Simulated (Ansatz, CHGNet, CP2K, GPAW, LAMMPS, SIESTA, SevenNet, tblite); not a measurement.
# Annealed particle of LiCl with 30 % Na on Li sites (108 atoms) in GPAW, part 2 of 2

Wanted: GPAW inputs and outputs for annealed particle of LiCl with 30 % Na on Li sites (108 atoms), checked against a plane-wave reference.

Program: GPAW 26.7.0; the method stands at each step. Banners, paths, timers and routine set-up lines are dropped from the logs unmarked, and long logs keep their key lines alone; longer cuts are marked.

So far. Step 3 (PBE, LCAO dzp, h 0.2 Å, other mixer settings): Against the first run (19 %), the force difference from the reference is 20 %, at 1.3 times the CPU time: another solver or mixer reaches the same state. Step 4 (RPBE, LCAO dzp, h 0.2 Å): Against the first run (19 %), the force difference from the reference is 27 %, at 1.0 times the CPU time; the model has changed, so this is no error of the program alone.

## 5. PBE, LCAO dzp, h 0.25 Å

Method: Kohn-Sham DFT, PBE, PAW, atomic orbitals (dzp).

The input, run.py:

```python
import numpy as np
from ase.io import read
from gpaw import GPAW, FermiDirac

atoms = read("structure.xyz")
atoms.calc = GPAW(
    mode="lcao",
    basis="dzp",
    h=0.25,
    xc="PBE",
    kpts={"size": (1, 1, 1), "gamma": True},
    occupations=FermiDirac(0.05),
    maxiter=200,
    symmetry={"point_group": False},
    txt="gpaw.txt",
)
energy = atoms.get_potential_energy(force_consistent=True)
forces = atoms.get_forces()
print(f"energy {energy:.6f} eV")
print("forces (eV/A)")
for i, (a, f) in enumerate(zip(atoms, forces)):
    print(f"{i:4d} {a.symbol:2s} {f[0]:10.5f} {f[1]:10.5f} {f[2]:10.5f}")
print(f"Fermi level {atoms.calc.get_fermi_level():.4f} eV")
for k in range(len(atoms.calc.get_ibz_k_points())):
    for s in range(atoms.calc.get_number_of_spins()):
        e = atoms.calc.get_eigenvalues(kpt=k, spin=s)
        n = np.searchsorted(e, atoms.calc.get_fermi_level())
        print(f"k {k} spin {s} levels about the Fermi level:", np.round(e[max(n - 6, 0):n], 4).tolist(), "|", np.round(e[n:n + 6], 4).tolist())
```

The input, structure.xyz:

```xyz
108
Lattice="24.97242 0.00000 0.00000 0.00000 24.62796 0.00000 0.00000 0.00000 24.94686" Properties=species:S:1:pos:R:3 pbc="T T T"
[... 108 atom lines left out: the same atoms as in the first run ...]
```

Run with:

```
> OMP_NUM_THREADS=1 python run.py > output.txt
```

The log of the run:

```text
energy -346.858651 eV
forces (eV/A)
   0 Cl    0.06971   -0.08028   -0.14198
   1 Cl    0.14963   -0.21135    0.27249
   2 Na    0.10392   -0.31165    0.09063
   3 Cl    0.23550    0.06606    0.10503
   4 Li    0.26993    0.00954   -0.15631
   5 Na   -0.19323   -0.37339    0.11886
   6 Cl   -0.15241    0.05675   -0.26815
   7 Li    0.63308    0.17163    0.43987
   8 Cl    0.00064    0.21728   -0.08966
   9 Na    0.31921   -0.16577    0.01003
  10 Cl   -0.06571    0.02876   -0.08453
  11 Na    0.24482   -0.02382    0.09026
[...]
103 Cl   -0.16232   -0.40566   -0.08850
 104 Li   -0.62077    0.73949    0.10457
 105 Cl    0.29623   -0.10667    0.25500
 106 Cl    0.20896   -0.11977    0.37851
 107 Na   -0.13359   -0.07622   -0.10204
Fermi level -3.6708 eV
k 0 spin 0 levels about the Fermi level: [-5.1559, -5.0921, -5.09, -5.0843, -4.9908, -4.867] | [-0.6721, -0.4266, -0.3077, -0.2625, -0.0509, 0.0093]
```

gpaw.txt:

```text
Input parameters:
  mode=LCAO(),
  basis={'default': 'dzp'},
  h=0.25,
  kpts=MonkhorstPack(size=(1, 1, 1), gamma=True),
  maxiter=200,
  occupations=Occupations(name='fermi-dirac', width=0.05, fixmagmom=False),
  symmetry=Symmetry(point_group=False),
  xc=XC(name='PBE')
[... lines left out ...]
  Fermi-Dirac:
[... lines left out ...]
convergence criteria:
- Maximum [total energy] change in last 3 cyles: 0.0005 eV / valence electron
[... lines left out ...]
Converged in 8 steps
[... lines left out ...]
  Free energy:    -346.858651
[... lines left out ...]
Fermi level: -3.671
[... lines left out ...]
|          0 |       -28.024 |     2.000 |
|        ... |               |           |
|        256 |        -5.209 |     2.000 |
|        257 |        -5.189 |     2.000 |
[...]
|        271 |         0.205 |     0.000 |
|        ... |               |           |
|        320 |         2.331 |     0.000 |
Gap: 4.195 eV
Transition (v -> c):
  (s=0, k=0, n=263, [0.00, 0.00, 0.00]) -> (s=0, k=0, n=264, [0.00, 0.00, 0.00])
No difference between direct/indirect transitions
Force computation time: 13.841  # s
timing:  # [seconds]
  Total:  101.004  # ━━━━━━━━━━━━━━━━━━━━━━━━━━━━━━━━━━━━━━━━━━━━━━━━━━━━━━━━
  Init:    18.582  # ━━━━━━━━━━╸
  SCF:     68.549  # ━━━━━━━━━━━━━━━━━━━━━━━━━━━━━━━━━━━━━━
  Forces:  13.841  # ━━━━━━━╸
```

Wall time 1.7 min (1 thread of Arm Neoverse V2, shared host); peak memory 3 GiB.

Against the reference:

| Quantity | Value |
| --- | --- |
| r.m.s. force component | 0.2182 eV/Å |
| r.m.s. difference of force components | 43.92 meV/Å |
| longest difference of force vectors | 151.3 meV/Å |
| force difference over r.m.s. force | 22.03 % |
| slope of forces against the reference's | 1.075 |
| correlation of force components | 0.9819 |
| gap (highest filled to lowest empty level) | 4.195 eV |
| gap difference | -0.2477 eV |
| energy less the same-level run's | 74.81 meV/atom |
| r.m.s. force difference from the same-level run | 24.27 meV/Å |

This is a coarse setting, run to see what it loses.

Against the first run (19 %), the force difference from the reference is 22 %, at 0.54 times the CPU time (on 1 against 2 cores): the grid matters here.

## 6. All runs compared

Differences are against the plane-wave reference, forces as r.m.s. over components; share is that over the reference's r.m.s. force, slope the least-squares factor from reference forces to these. Total energies of different programs have different zeros and aren't compared.

| run | Δ force, r.m.s. (meV/Å) | share (%) | slope | Δ gap (eV) | cores | CPU time | memory (GiB) |
| --- | --- | --- | --- | --- | --- | --- | --- |
| reference | - | - | - | - | 16 | 17 min | 18 |
| GPAW PBE, LCAO dzp, h 0.2 Å | 38.7 | 19.4 | 1.083 | -0.248 | 2 | 3.1 min | 5.8 |
| GPAW PBE, LCAO dzp, h 0.2 Å, other mixer settings | 38.9 | 19.5 | 1.083 | -0.249 | 2 | 4 min | 4.9 |
| GPAW RPBE, LCAO dzp, h 0.2 Å | 54.6 | 27.4 | 1.072 | -0.406 | 2 | 3.2 min | 5.8 |
| GPAW PBE, LCAO dzp, h 0.25 Å (coarse) | 43.9 | 22.0 | 1.075 | -0.248 | 1 | 1.7 min | 3.0 |

Rows marked coarse were listed beforehand as settings not expected to be converged; some can still land near the reference.

CPU time is summed over cores on a shared host, where runs went side by side, so it is rough. Symmetry, cutoffs, thresholds, outputs and thread counts weren't matched or tuned between programs; memory under MPI is the largest rank's times the ranks.

Within one program, basis, potentials and functional, energies share a zero. Each run against its twin at the usual cutoff or grid and solver:

| run | twin | Δ energy (meV/atom) | Δ force, r.m.s. (meV/Å) | CPU time over the twin's |
| --- | --- | --- | --- | --- |
| GPAW PBE, LCAO dzp, h 0.2 Å, other mixer settings | LCAO dzp, h 0.2 Å | 0 | 2.64 | 1.3 |
| GPAW PBE, LCAO dzp, h 0.25 Å | LCAO dzp, h 0.2 Å | 74.8 | 24.3 | 0.54 (this twin ran on 2 cores) |

## 7. What came out

* nearest in forces: GPAW PBE, LCAO dzp, h 0.2 Å, 19 %
* its CPU time: 3.1 min

What this shows: The PBE runs in local orbitals, coarse settings apart, differ by 19 % (GPAW PBE, LCAO dzp, h 0.2 Å) to 20 % (GPAW PBE, LCAO dzp, h 0.2 Å, other mixer settings); basis, grid and potentials can all enter. Rows with another functional or a dispersion term differ by 27 % (GPAW RPBE, LCAO dzp, h 0.2 Å), which mixes the change of model with differences of basis and potentials. Runs with settings chosen to be coarse differ by 22 % (GPAW PBE, LCAO dzp, h 0.25 Å), their programs' other errors included. Of the electronic-structure runs that take under half the reference's CPU time, GPAW PBE, LCAO dzp, h 0.2 Å is among the nearest, at 19 % in 3.1 min against 17 min. At the same functional, the gap of these runs lies 0.25 eV below the reference's 4.44 eV. The potentials hold different valence shells: 636 electrons in the reference, 528 in GPAW; this bears on time and differences. The network of bonds at the start is that of the classical potential that made the cell, and needn't be the one that DFT or experiment would give. The ion parameters were fitted for water, not for melts, so the starting structure of this cell may lie well off the real melt's.

[Also dropped from logs without a mark: logging warnings of Python, and SIESTA's first energy breakdown and zero terms.]

[Logs are printed without paths, hosts, clocks, repeated set-up lines and the standing remarks that a program may print on its own settings, such as how far it seeks lower states.]

[Hosts, paths, dates, database ids (printed as entryN), source tags and the programs' standing remarks are cut or masked in the printed files.]
